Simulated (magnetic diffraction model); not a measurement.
**Which magnetic order? Sr2CoWS6**

Space group P-1 (no. 2), a = 6.4980 Å, b = 6.7363 Å, c = 11.2425 Å, α = 90.46°, β = 105.72°, γ = 118.31°.

| site | atom | x | y | z |
| --- | --- | --- | --- | --- |
| 2i | W | 0.9997 | 0.7477 | 0.7577 |
| 2i | Sr | 0.2394 | 0.8739 | 0.1253 |
| 2i | Sr | 0.2464 | 0.3728 | 0.6263 |
| 1f | Co | 1/2 | 0 | 1/2 |
| 1e | Co | 1/2 | 1/2 | 0 |
| 2i | S | 0.2014 | 0.1160 | 0.3964 |
| 2i | S | 0.1915 | 0.6127 | 0.8894 |
| 2i | S | 0.7194 | 0.1510 | 0.3499 |
| 2i | S | 0.7127 | 0.6456 | 0.8519 |
| 2i | S | 0.7767 | 0.8944 | 0.1393 |
| 2i | S | 0.7616 | 0.3980 | 0.6310 |

The compound is invented for this exercise: a known structure type with other elements, its cell scaled to their sizes and not relaxed.

Only Co is taken to order (form factors of Co2+); orders and moment sizes are assumed, and not adapted to the symmetry. Radiation: neutrons of λ = 1.8 Å, 3° to 30°; isotropic B of 0.41 Å² (W), 0.46 Å² (Sr), 0.55 Å² (Co) and 0.68 Å² (S). Simulated constant-wavelength pattern: nuclear and magnetic terms add, the magnetic one as |2.695 fm × Σ f S⊥ exp(2πi Q·r) exp(−B s²)|², summed over all Q at one angle with the factor 1/(sin²θ cos θ). For collinear order S is the moment m, which repeats by lattice and centring translations R with the sign exp(−2πi k·R). Free-ion form factors, Sears's scattering lengths of 1992, no absorption; a label names one of the reflections at its angle. The strongest nuclear line in the range is 100, and lines under 0.2 are left out.

Above the ordering temperature:

| 2θ (°) | index | I |
| --- | --- | --- |
| 9.67 | (0 0 1) | 0.2 |
| 17.69 | (0 1 0) | 0.2 |
| 18.49 | (1 0 -1) | 1.1 |
| 18.51 | (1 -1 0) | 0.8 |
| 18.76 | (0 1 -1) | 55.6 |
| 19.06 | (1 0 0) | 100.0 |
| 19.41 | (0 0 2) | 67.6 |
| 19.41 | (-1 1 1) | 52.1 |
| 21.54 | (0 1 1) | 3.4 |
| 22.33 | (1 -1 1) | 11.0 |
| 22.60 | (1 0 -2) | 13.0 |
| 24.00 | (1 0 1) | 2.4 |
| 24.13 | (0 1 -2) | 0.8 |
| 28.45 | (0 1 2) | 0.3 |
| 29.29 | (0 0 3) | 3.1 |
| 29.59 | (1 0 -3) | 0.6 |

Below it (cell unchanged):

```tsv
2θ (°)	I
9.67	0.2
11.25	640.3
15.38	357.8
15.55	93.2
17.69	0.2
18.49	1.1
18.51	0.8
18.76	55.6
19.06	100.0
19.41	67.6
19.41	52.1
21.54	3.4
22.33	11.0
22.60	13.0
23.96	96.8
24.00	2.4
24.13	0.8
24.75	21.5
24.95	90.9
25.19	122.3
26.98	103.5
27.31	100.5
27.80	33.0
27.91	74.5
28.45	0.3
29.29	3.1
29.59	0.6
```

**Question.** Find the propagation vector, then choose among these models:
A. collinear moments along [111], 2.72 μB on Co; signs + at (1/2, 0, 1/2), − at (1/2, 1/2, 0)
B. collinear moments along [111], 2.72 μB on Co; signs + at (1/2, 0, 1/2), + at (1/2, 1/2, 0)
C. collinear moments along [101], 2.72 μB on Co; signs + at (1/2, 0, 1/2), − at (1/2, 1/2, 0)
D. collinear moments along [101], 2.72 μB on Co; signs + at (1/2, 0, 1/2), + at (1/2, 1/2, 0)

The new lines index as (1/2 0 -1) at 11.25°, (1/2 -1 0) at 15.38°, (1/2 0 1) at 15.55° and (1/2 1 0) at 23.96°, that is as H ± k with k = (1/2 0 0). Half indices mean that the moments reverse under translations with k·R a half-integer, and the magnetic cell has twice the primitive volume.

Magnetic intensity, observed (below minus above) and for each model:

| 2θ (°) | index | observed | A | B | C | D |
| --- | --- | --- | --- | --- | --- | --- |
| 9.50 | (1/2 0 0) | <0.2 | <0.2 | 840.4 | <0.2 | 835.4 |
| 11.25 | (1/2 0 -1) | 640.3 | 640.3 | <0.2 | 637.8 | <0.2 |
| 15.38 | (1/2 -1 0) | 357.8 | 357.8 | <0.2 | 357.1 | <0.2 |
| 18.13 | (-1/2 1 1) | <0.2 | <0.2 | 120.4 | <0.2 | 255.0 |
| 18.26 | (1/2 -1 1) | <0.2 | <0.2 | 251.4 | <0.2 | 117.6 |
| 23.56 | (1/2 1 -1) | <0.2 | <0.2 | 143.1 | <0.2 | 142.9 |
| 23.96 | (1/2 1 0) | 96.8 | 96.8 | <0.2 | 137.4 | <0.2 |
| 24.70 | (-3/2 1 1) | <0.2 | <0.2 | 128.0 | <0.2 | 128.0 |

Model A matches.

The absence at (1/2 0 0) is telling: the sublattices cancel there.

The structure used: k = (1/2 0 0), collinear moments along [111], 2.72 μB on Co; signs + at (1/2, 0, 1/2), − at (1/2, 1/2, 0).

[Logs are printed without paths, hosts, clocks, repeated set-up lines and the standing remarks that a program may print on its own settings, such as how far it seeks lower states.]
